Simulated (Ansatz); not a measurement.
# In2Se (model cell, started as cuprite): a soft mode frozen in, part 2 of 3

Wanted: the energy along a soft mode of In2Se (model cell, started as cuprite) and the structure at the end.

Ansatz 0.2.0; DFT PBEsol, scalar-relativistic, plane waves, PAW.

So far, highest frequency on the path or at a solved wavevector (cm⁻¹): step 2 (the dispersion) 124. Also lowest frequency on the path (cm⁻¹): step 2 -117.

The structure was built from a prototype and need not be the compound's stable phase.

**6. Relaxing from the distorted cell**

Starting from the lowest point found, all atoms and the cell are let go, so that strain and other modes of the same symmetry can join in.

input.yaml

```yaml
crystal:
  lattice:
    - [6.6284302234, 0.0, 0.0]
    - [0.0, 6.6284302234, 0.0]
    - [0.0, 0.0, 6.6284302234]
  atoms:
    - { symbol: Se, position: [0.0278726757, 0.0278726757, -0.0278726757] }
    - { symbol: Se, position: [0.5278726757, 0.5278726757, 0.4721273243] }
    - { symbol: In, position: [0.2404146864, 0.2404146864, 0.2622535102] }
    - { symbol: In, position: [0.743082883, 0.743082883, 0.256917117] }
    - { symbol: In, position: [0.7377464898, 0.2404146864, 0.7595853136] }
    - { symbol: In, position: [0.2404146864, 0.7377464898, 0.7595853136] }
kpoints:
  mp_grid: { grid: [6, 6, 6] }
hamiltonian:
  xc: pbesol
scf:
  occupations: { method: methfessel_paxton, width: 0.2 }
output:
  forces: true
  stress: true
  eigenvalues: true
relax:
  adjacent_minimum: "off"
  f_tol: 0.002
  max_steps: 120
  cell: { stress_tol: 0.03 }
```

Started as:

```sh
$ ansatz run input.yaml --threads 8 --pin off --max-ram 14336MiB --backend cpu --events-out ev --progress --plain --runs-dir out
```

Numbers of over 12 decimals in the logs are rounded to 6 here.

Output:

```text
[...]
Crystal: 6 atoms, lattice volume = 291.227 Å³
Basis set: ecut = 420 eV, 5695 PW (Γ), exchange–correlation on 90×90×90 points (8 copies of the dense FFT grid, shifted against one another)
Bands: 51, of which v1, the nominal top of the filled ones, is band 42 counted from 1 (41 counted from 0)
Symmetry: 6 space group operations
[...]
k-points: 32 of 216 (time reversal used)
[...]
SCF iter   1: F=—  HF=-32947.360390 eV  |F-HF|=—  |Δ(HF+E_count)|=         —  Δρ=5.76e-3  dr2=2.43e-1  ethr=1.77e-3  ⟨swp⟩=6.9  Hψ=6555  notcnv=0
[...]
SCF iter   9: F=-32947.312401 eV  HF=-32947.312401 eV  |F-HF|=1.56e-8  |Δ(HF+E_count)|=   2.57e-7  S|Δr|=    0.00e0  Δρ=1.36e-6  dr2=9.69e-9  ethr=1.19e-10  ⟨swp⟩=10.3  Hψ=6465  notcnv=0
SCF 1 converged in 9 iterations: F = -32947.312401 eV  dr2 = 9.69e-9
[...]
relax step   1: F+E_penalty+E_count = -32947.31240090 eV  Δ(F+E_penalty+E_count) = +0.000e0 eV  max|allowed force component| = 5.676e-1 eV/Å  Δτ_max = 0.0000 Å  P = +0.470 GPa  Ω = 291.227 Å³  (9 SCF iters, dr2 threshold 1.00e-7 eV, accepted)
Crystal: 6 atoms, lattice volume = 293.448 Å³
Basis set: ecut = 420 eV, 5719 PW (Γ), exchange–correlation on 90×90×90 points (8 copies of the dense FFT grid, shifted against one another)
[...]
SCF iter   8: F=-32947.650389 eV  HF=-32947.650389 eV  |F-HF|=9.69e-8  |Δ(HF+E_count)|=   3.40e-8  S|Δr|=    0.00e0  Δρ=5.44e-6  dr2=8.69e-8  ethr=7.14e-10  ⟨swp⟩=4.4  Hψ=7739  notcnv=0
SCF 2 converged in 8 iterations: F = -32947.650389 eV  dr2 = 8.69e-8
relax step   2: F+E_penalty+E_count = -32947.65038892 eV  Δ(F+E_penalty+E_count) = -3.380e-1 eV  max|allowed force component| = 4.323e-1 eV/Å  Δτ_max = 0.1931 Å  P = -0.293 GPa  Ω = 293.448 Å³  energy of the carried Pulay correction = -2.274e-4 eV  (8 SCF iters, dr2 threshold 6.00e-7 eV, accepted)
Crystal: 6 atoms, lattice volume = 290.189 Å³
Basis set: ecut = 420 eV, 5629 PW (Γ), exchange–correlation on 90×90×90 points (8 copies of the dense FFT grid, shifted against one another)
[...]
SCF iter   8: F=-32947.915032 eV  HF=-32947.915032 eV  |F-HF|=1.43e-7  |Δ(HF+E_count)|=   1.34e-7  S|Δr|=    0.00e0  Δρ=5.97e-6  dr2=9.01e-8  ethr=7.14e-10  ⟨swp⟩=4.5  Hψ=6869  notcnv=0
SCF 3 converged in 8 iterations: F = -32947.915032 eV  dr2 = 9.01e-8
relax step   3: F+E_penalty+E_count = -32947.91503237 eV  Δ(F+E_penalty+E_count) = -2.646e-1 eV  max|allowed force component| = 4.060e-1 eV/Å  Δτ_max = 0.1952 Å  P = -0.704 GPa  Ω = 290.189 Å³  energy of the carried Pulay correction = +1.074e-4 eV  (8 SCF iters, dr2 threshold 6.00e-7 eV, accepted)
[... from here on, the SCF cycles and remarks between the steps are left out ...]
relax step   4: F+E_penalty+E_count = -32948.18744389 eV  Δ(F+E_penalty+E_count) = -2.724e-1 eV  max|allowed force component| = 3.555e-1 eV/Å  Δτ_max = 0.1949 Å  P = -1.105 GPa  Ω = 283.759 Å³  energy of the carried Pulay correction = +7.863e-4 eV  (8 SCF iters, dr2 threshold 6.00e-7 eV, accepted)
relax step   5: F+E_penalty+E_count = -32948.47119184 eV  Δ(F+E_penalty+E_count) = -2.837e-1 eV  max|allowed force component| = 2.889e-1 eV/Å  Δτ_max = 0.1950 Å  P = -1.434 GPa  Ω = 273.518 Å³  energy of the carried Pulay correction = +1.922e-3 eV  (8 SCF iters, dr2 threshold 6.00e-7 eV, accepted)
relax step   6: F+E_penalty+E_count = -32948.77237122 eV  Δ(F+E_penalty+E_count) = -3.012e-1 eV  max|allowed force component| = 2.125e-1 eV/Å  Δτ_max = 0.1901 Å  P = -1.660 GPa  Ω = 258.999 Å³  energy of the carried Pulay correction = +3.660e-3 eV  (7 SCF iters, dr2 threshold 6.00e-7 eV, accepted)
relax step   7: F+E_penalty+E_count = -32949.13488528 eV  Δ(F+E_penalty+E_count) = -3.625e-1 eV  max|allowed force component| = 1.486e-1 eV/Å  Δτ_max = 0.1926 Å  P = -1.767 GPa  Ω = 237.913 Å³  energy of the carried Pulay correction = +6.495e-3 eV  (9 SCF iters, dr2 threshold 6.00e-7 eV, accepted)
relax step   8: F+E_penalty+E_count = -32949.56230884 eV  Δ(F+E_penalty+E_count) = -4.274e-1 eV  max|allowed force component| = 1.635e-1 eV/Å  Δτ_max = 0.1419 Å  P = -1.685 GPa  Ω = 211.278 Å³  energy of the carried Pulay correction = +1.074e-2 eV  (8 SCF iters, dr2 threshold 6.00e-7 eV, accepted)
relax step   9: F+E_penalty+E_count = -32949.95259300 eV  Δ(F+E_penalty+E_count) = -3.903e-1 eV  max|allowed force component| = 1.745e-1 eV/Å  Δτ_max = 0.1555 Å  P = -1.237 GPa  Ω = 186.022 Å³  energy of the carried Pulay correction = +1.568e-2 eV  (9 SCF iters, dr2 threshold 6.00e-7 eV, accepted)
relax step  10: F+E_penalty+E_count = -32950.10268439 eV  Δ(F+E_penalty+E_count) = -1.501e-1 eV  max|allowed force component| = 1.530e-1 eV/Å  Δτ_max = 0.1939 Å  P = +1.444 GPa  Ω = 162.085 Å³  energy of the carried Pulay correction = +2.151e-2 eV  (9 SCF iters, dr2 threshold 6.00e-7 eV, accepted)
relax step  11: F+E_penalty+E_count = -32950.25382892 eV  Δ(F+E_penalty+E_count) = -1.511e-1 eV  max|allowed force component| = 2.282e-1 eV/Å  Δτ_max = 0.1966 Å  P = -0.222 GPa  Ω = 168.326 Å³  energy of the carried Pulay correction = +1.986e-2 eV  (8 SCF iters, dr2 threshold 6.00e-7 eV, accepted)
relax step  12: F+E_penalty+E_count = -32950.33185362 eV  Δ(F+E_penalty+E_count) = -7.802e-2 eV  max|allowed force component| = 5.236e-1 eV/Å  Δτ_max = 0.1978 Å  P = +0.945 GPa  Ω = 165.977 Å³  energy of the carried Pulay correction = +2.047e-2 eV  (8 SCF iters, dr2 threshold 6.00e-7 eV, accepted)
relax step  13: F+E_penalty+E_count = -32950.60143106 eV  Δ(F+E_penalty+E_count) = -2.696e-1 eV  max|allowed force component| = 1.818e-1 eV/Å  Δτ_max = 0.1938 Å  P = +0.378 GPa  Ω = 165.142 Å³  energy of the carried Pulay correction = +2.069e-2 eV  (8 SCF iters, dr2 threshold 6.00e-7 eV, accepted)
relax step  14: F+E_penalty+E_count = -32950.75152340 eV  Δ(F+E_penalty+E_count) = -1.501e-1 eV  max|allowed force component| = 2.179e-1 eV/Å  Δτ_max = 0.1948 Å  P = +0.842 GPa  Ω = 163.195 Å³  energy of the carried Pulay correction = +2.121e-2 eV  (8 SCF iters, dr2 threshold 6.00e-7 eV, accepted)
relax step  15: F+E_penalty+E_count = -32950.73044511 eV  Δ(F+E_penalty+E_count) = +2.108e-2 eV  max|allowed force component| = 6.127e-1 eV/Å  Δτ_max = 0.1947 Å  P = +0.065 GPa  Ω = 164.426 Å³  energy of the carried Pulay correction = +2.088e-2 eV  (9 SCF iters, dr2 threshold 6.00e-7 eV, rejected (line search))
relax step  16: F+E_penalty+E_count = -32950.82968864 eV  Δ(F+E_penalty+E_count) = -7.817e-2 eV  max|allowed force component| = 1.095e-1 eV/Å  Δτ_max = 0.0942 Å  P = +0.319 GPa  Ω = 165.998 Å³  energy of the carried Pulay correction = +2.046e-2 eV  (14 SCF iters, accepted)
relax step  17: F+E_penalty+E_count = -32950.86209233 eV  Δ(F+E_penalty+E_count) = -3.240e-2 eV  max|allowed force component| = 6.960e-2 eV/Å  Δτ_max = 0.1000 Å  P = +0.319 GPa  Ω = 167.699 Å³  energy of the carried Pulay correction = +2.002e-2 eV  (6 SCF iters, dr2 threshold 6.00e-7 eV, accepted)
relax step  18: F+E_penalty+E_count = -32950.88331268 eV  Δ(F+E_penalty+E_count) = -2.122e-2 eV  max|allowed force component| = 1.281e-2 eV/Å  Δτ_max = 0.1491 Å  P = -0.082 GPa  Ω = 172.624 Å³  energy of the carried Pulay correction = +1.878e-2 eV  (6 SCF iters, dr2 threshold 6.00e-7 eV, accepted)
relax step  19: F+E_penalty+E_count = -32950.88356095 eV  Δ(F+E_penalty+E_count) = -2.483e-4 eV  max|allowed force component| = 9.581e-3 eV/Å  Δτ_max = 0.0060 Å  P = +0.097 GPa  Ω = 171.639 Å³  energy of the carried Pulay correction = +1.902e-2 eV  (6 SCF iters, dr2 threshold 2.09e-8 eV, accepted)
relax step  20: F+E_penalty+E_count = -32950.88361242 eV  Δ(F+E_penalty+E_count) = -5.146e-5 eV  max|allowed force component| = 2.185e-3 eV/Å  Δτ_max = 0.0029 Å  P = +0.001 GPa  Ω = 172.101 Å³  energy of the carried Pulay correction = +1.891e-2 eV  (5 SCF iters, dr2 threshold 3.63e-8 eV, accepted)
relax step  21: F+E_penalty+E_count = -32950.88360442 eV  Δ(F+E_penalty+E_count) = +8.000e-6 eV  max|allowed force component| = 6.921e-4 eV/Å  Δτ_max = 0.0010 Å  P = -0.000 GPa  Ω = 172.140 Å³  energy of the carried Pulay correction = +1.890e-2 eV  (6 SCF iters, dr2 threshold 2.98e-10 eV, accepted)
relax step  22: F+E_penalty+E_count = -32950.88394757 eV  Δ(F+E_penalty+E_count) = -3.432e-4 eV  max|allowed force component| = 1.248e-3 eV/Å  Δτ_max = 0.0000 Å  P = +0.028 GPa  Ω = 172.140 Å³  stress off target by 1.53e-1 GPa  SCF on the basis re-selected at this cell (its energy is not comparable with the rows above)  (7 SCF iters)
relax step  23: F+E_penalty+E_count = -32950.88431410 eV  Δ(F+E_penalty+E_count) = -3.665e-4 eV  max|allowed force component| = 2.443e-3 eV/Å  Δτ_max = 0.0103 Å  P = +0.020 GPa  Ω = 172.426 Å³  energy of the carried Pulay correction = -5.394e-5 eV  (6 SCF iters, dr2 threshold 5.85e-8 eV, accepted)
relax step  24: F+E_penalty+E_count = -32950.88430920 eV  Δ(F+E_penalty+E_count) = +4.899e-6 eV  max|allowed force component| = 5.030e-4 eV/Å  Δτ_max = 0.0032 Å  P = +0.002 GPa  Ω = 172.623 Å³  energy of the carried Pulay correction = -9.021e-5 eV  (5 SCF iters, dr2 threshold 4.05e-9 eV, accepted)
[...]
SCF iter   6: F=-32950.884407 eV  HF=-32950.884407 eV  |F-HF|=7.28e-12  |Δ(HF+E_count)|=  2.91e-11  S|Δr|=    0.00e0  Δρ=2.20e-8  dr2=1.10e-12  ethr=1.00e-12  ⟨swp⟩=6.5  Hψ=7105  notcnv=0
SCF 25 converged in 6 iterations: F = -32950.884407 eV  dr2 = 1.10e-12
relax step  25: F+E_penalty+E_count = -32950.88440666 eV  Δ(F+E_penalty+E_count) = -9.746e-5 eV  max|allowed force component| = 4.923e-4 eV/Å  Δτ_max = 0.0000 Å  P = +0.002 GPa  Ω = 172.623 Å³  stress off target by 5.76e-3 GPa  SCF on the basis re-selected at this cell (its energy is not comparable with the rows above)  (6 SCF iters)
[...]
SCF converged after 6 iterations
[...]
Free energy (F): -32950.884407 eV
[...]
Internal energy: -32950.879026 eV  (E = F + TS)
E sigma→0 (E₀):  -32950.883061 eV
Entropy (-TS):   -0.005381 eV (-0.897 meV/atom)
Fermi energy:    8.141949 eV
[...]
--- Forces (eV/Å), atoms counted from 1 ---
  atom   1  Se    -0.00049217    -0.00049217     0.00049217
  atom   2  Se     0.00024684     0.00024684    -0.00024684
  atom   3  In     0.00012193     0.00012193    -0.00018211
  atom   4  In    -0.00018013    -0.00018013     0.00018013
  atom   5  In     0.00018211     0.00012193    -0.00012193
  atom   6  In     0.00012193     0.00018211    -0.00012193
  max |Σ_I F_I| component: 5.22e-7 eV/Å
--- Stress (GPa, compression-positive) ---
        0.002375       0.001694      -0.001694
        0.001694       0.002375      -0.001694
       -0.001694      -0.001694       0.002375
  P = ⅓ Tr σ = 0.0024 GPa (0.024 kbar)
--- Band table (eV; the first three rows and the last of 32) ---
  k-point 0: bands = [... 38 lower, 4.3629, 6.2510, 6.2510, 6.2753, 8.0588, 8.0588, 9.9443, 11.4062, ... 5 higher]
  k-point 1: bands = [... 38 lower, 5.0472, 5.8637, 6.1806, 7.1516, 8.0352, 8.2998, 9.7188, 11.4045, ... 5 higher]
  k-point 2: bands = [... 38 lower, 5.4567, 6.2653, 6.2772, 7.6263, 8.6081, 8.8795, 9.7415, 11.1714, ... 5 higher]
  k-point 31: bands = [... 38 lower, 5.4201, 6.4672, 6.8779, 6.8779, 9.0699, 9.0699, 9.2412, 10.8345, ... 5 higher]
--- Relaxed structure (23 steps of the walk, 22 accepted, 2 SCFs on fresh bases) ---
  F+E_penalty+E_count = -32950.88440666 eV   max|allowed force component| = 4.923e-4 eV/Å   (the final SCF, on the basis selected at the relaxed cell)
  cell:  # Å, volume = 172.6226 Å³
    - [5.725362, 0.995668, -0.995668]
    - [0.995668, 5.725362, -0.995668]
    - [-0.995668, -0.995668, 5.725362]
  atoms:
    - { symbol: Se, position: [0.226081, 0.226081, -0.226081] }
    - { symbol: Se, position: [0.497817, 0.497817, 0.502183] }
    - { symbol: In, position: [0.180656, 0.180656, 0.273101] }
    - { symbol: In, position: [0.705295, 0.705295, 0.294705] }
    - { symbol: In, position: [0.726899, 0.180656, 0.819344] }
    - { symbol: In, position: [0.180656, 0.726899, 0.819344] }
```

It took 2.3 min on 8 threads of Arm Neoverse V2, shared host; peak memory 1.2 GiB; 17 min of CPU time.

Relaxation path (22 of 25):

```csv
step,energy less that of the first step (eV),largest force component (eV/Å),pressure (GPa),volume (Å³)
1,0.0000,0.5676,0.47,291.23
2,-0.3380,0.4323,-0.29,293.45
3,-0.6026,0.4060,-0.70,290.19
4,-0.8750,0.3555,-1.10,283.76
6,-1.4600,0.2125,-1.66,259.00
7,-1.8225,0.1486,-1.77,237.91
8,-2.2499,0.1635,-1.69,211.28
9,-2.6402,0.1745,-1.24,186.02
10,-2.7903,0.1530,1.44,162.09
11,-2.9414,0.2282,-0.22,168.33
12,-3.0195,0.5236,0.95,165.98
14,-3.4391,0.2179,0.84,163.20
15,-3.4180,0.6127,0.07,164.43
16,-3.5173,0.1095,0.32,166.00
17,-3.5497,0.0696,0.32,167.70
18,-3.5709,0.0128,-0.08,172.62
19,-3.5712,0.0096,0.10,171.64
20,-3.5712,0.0022,0.00,172.10
22*,-3.5715,0.0012,0.03,172.14
23,-3.5719,0.0024,0.02,172.43
24,-3.5719,0.0005,0.00,172.62
25*,-3.5720,0.0005,0.00,172.62
```

Relaxation steps marked * repeat the geometry before them on a plane-wave basis chosen anew for their cell, so energy and pressure can jump there. Other such steps can lie between the rows shown. Relaxation step 15 was tried and not accepted.

Forces are held to the 6 operations that the run works with; a distortion that breaks them can't arise in this run.

```csv
cell as run,before,after,change
a (Å),6.628,5.896,-11.1 %
b (Å),6.628,5.896,-11.1 %
c (Å),6.628,5.896,-11.1 %
α (°),90.00,110.88,+23.2 %
β (°),90.00,110.88,+23.2 %
γ (°),90.00,69.12,-23.2 %
volume (Å³/atom),48.54,28.77,-40.7 %
```

The atoms that moved most (Å, as changes of fractional coordinates times the final cell):

```csv
atom,dx,dy,dz,length
Se1,1.530,1.530,-1.530,2.649
In5,-0.181,-0.412,0.412,0.611
In6,-0.412,-0.181,0.412,0.611
In3,-0.412,-0.412,0.181,0.611
In4,-0.292,-0.292,0.292,0.505
Se2,-0.232,-0.232,0.232,0.402
```

Numbers from this step:

| Item | Value |
| --- | --- |
| pressure | 0.002375 GPa |
| volume per atom | 28.77 Å³ |
| gap on the k-mesh | 0 eV |

The distorted start has space group R3m; the relaxation ends in R3m.

**7. The new phase in its own primitive cell**

The relaxed structure is symmetrised, reduced to its primitive cell and relaxed tightly, as its phonons need.

input.yaml

```yaml
crystal:
  lattice:
    - [3.3443989922, 1.9308896584, 4.4552373004]
    - [-3.3443989922, 1.9308896584, 4.4552373004]
    - [0.0, -3.8617793168, 4.4552373004]
  atoms:
    - { symbol: Se, position: [0.2260807551, 0.2260807551, 0.2260807551] }
    - { symbol: Se, position: [0.497816658, 0.497816658, 0.497816658] }
    - { symbol: In, position: [0.1806563498, 0.7268991616, 0.1806563498] }
    - { symbol: In, position: [0.7052948226, 0.7052948226, 0.7052948226] }
    - { symbol: In, position: [0.7268991616, 0.1806563498, 0.1806563498] }
    - { symbol: In, position: [0.1806563498, 0.1806563498, 0.7268991616] }
kpoints:
  mp_grid: { grid: [9, 9, 9] }
hamiltonian:
  xc: pbesol
scf:
  occupations: { method: methfessel_paxton, width: 0.2 }
output:
  forces: true
  stress: true
  eigenvalues: true
relax:
  adjacent_minimum: "off"
  f_tol: 0.001
  max_steps: 60
  cell: { stress_tol: 0.01 }
```

Output:

```text
[...]
Crystal: 6 atoms, lattice volume = 172.623 Å³
Basis set: ecut = 420 eV, 3351 PW (Γ), exchange–correlation on 80×80×80 points (8 copies of the dense FFT grid, shifted against one another)
Bands: 51, of which v1, the nominal top of the filled ones, is band 42 counted from 1 (41 counted from 0)
Symmetry: 6 space group operations
[...]
k-points: 85 of 729 (time reversal used)
[...]
- [3.346105, 1.931875, 4.475341]
    - [-3.346105, 1.931875, 4.475341]
    - [0, -3.863750, 4.475341]
  atoms:
    - { symbol: Se, position: [0.227385, 0.227385, 0.227385] }
    - { symbol: Se, position: [0.496967, 0.496967, 0.496967] }
    - { symbol: In, position: [0.180737, 0.727523, 0.180737] }
    - { symbol: In, position: [0.704056, 0.704056, 0.704056] }
    - { symbol: In, position: [0.727523, 0.180737, 0.180737] }
    - { symbol: In, position: [0.180737, 0.180737, 0.727523] }
[key lines of the parts left out:]
SCF converged after 7 iterations
Free energy (F): -32950.877523 eV
Fermi energy:    8.055361 eV
P = ⅓ Tr σ = 0.0001 GPa (0.001 kbar)
```

It took 49 s on 8 threads; peak memory 1 GiB.

The steps of the relaxation:

```csv
step,energy less that of the first step (eV),largest force component (eV/Å),pressure (GPa),volume (Å³)
1,0.0000,0.0323,0.06,172.62
2,-0.0004,0.0086,0.03,173.31
3,-0.0005,0.0028,-0.01,173.61
4,-0.0005,0.0035,0.00,173.58
5,-0.0005,0.0004,0.00,173.58
6*,-0.0007,0.0004,0.00,173.58
```

Relaxation steps marked * repeat the geometry before them on a plane-wave basis chosen anew for their cell, so energy and pressure can jump there.

The run keeps the 6 symmetry operations that it works with, so distortions that break them were not tested.

```csv
"conventional cell, symmetrised",before,after,change
a (Å),6.689,6.692,+0.1 %
b (Å),6.689,6.692,+0.1 %
c (Å),13.366,13.426,+0.5 %
volume (Å³/atom),28.77,28.93,+0.6 %
```

The atoms that moved most (Å, as changes of fractional coordinates times the final cell):

```csv
atom,dx,dy,dz,length
Se1,0.000,0.000,0.018,0.018
In4,0.000,0.000,-0.017,0.017
Se2,0.000,0.000,-0.011,0.011
```

Final coordinates:

```cif
data_structure
_symmetry_space_group_name_H-M 'P 1'
_symmetry_Int_Tables_number 1
_cell_length_a 5.9125
_cell_length_b 5.9125
_cell_length_c 5.9125
_cell_angle_alpha 68.935
_cell_angle_beta 68.935
_cell_angle_gamma 68.935
_cell_volume 173.58
loop_
_atom_site_label
_atom_site_type_symbol
_atom_site_fract_x
_atom_site_fract_y
_atom_site_fract_z
_atom_site_occupancy
Se1 Se 0.22738 0.22738 0.22738 1
Se2 Se 0.49697 0.49697 0.49697 1
In3 In 0.18074 0.72752 0.18074 1
In4 In 0.70406 0.70406 0.70406 1
In5 In 0.72752 0.18074 0.18074 1
In6 In 0.18074 0.18074 0.72752 1
```

This step gave:

```
pressure        : 8.20e-5 GPa
volume per atom : 28.93 Å³
```

The largest force component left is 0.38 meV/Å and the pressure is 0.000 GPa, within the tolerances set. The cell now holds 28.93 Å³/atom.

(Continued in part 3 of 3.)

[Logs are printed without paths, hosts, clocks, repeated set-up lines and the standing remarks that a program may print on its own settings, such as how far it seeks lower states.]

[Hosts, paths, dates, database ids (printed as entryN), source tags and the programs' standing remarks are cut or masked in the printed files.]
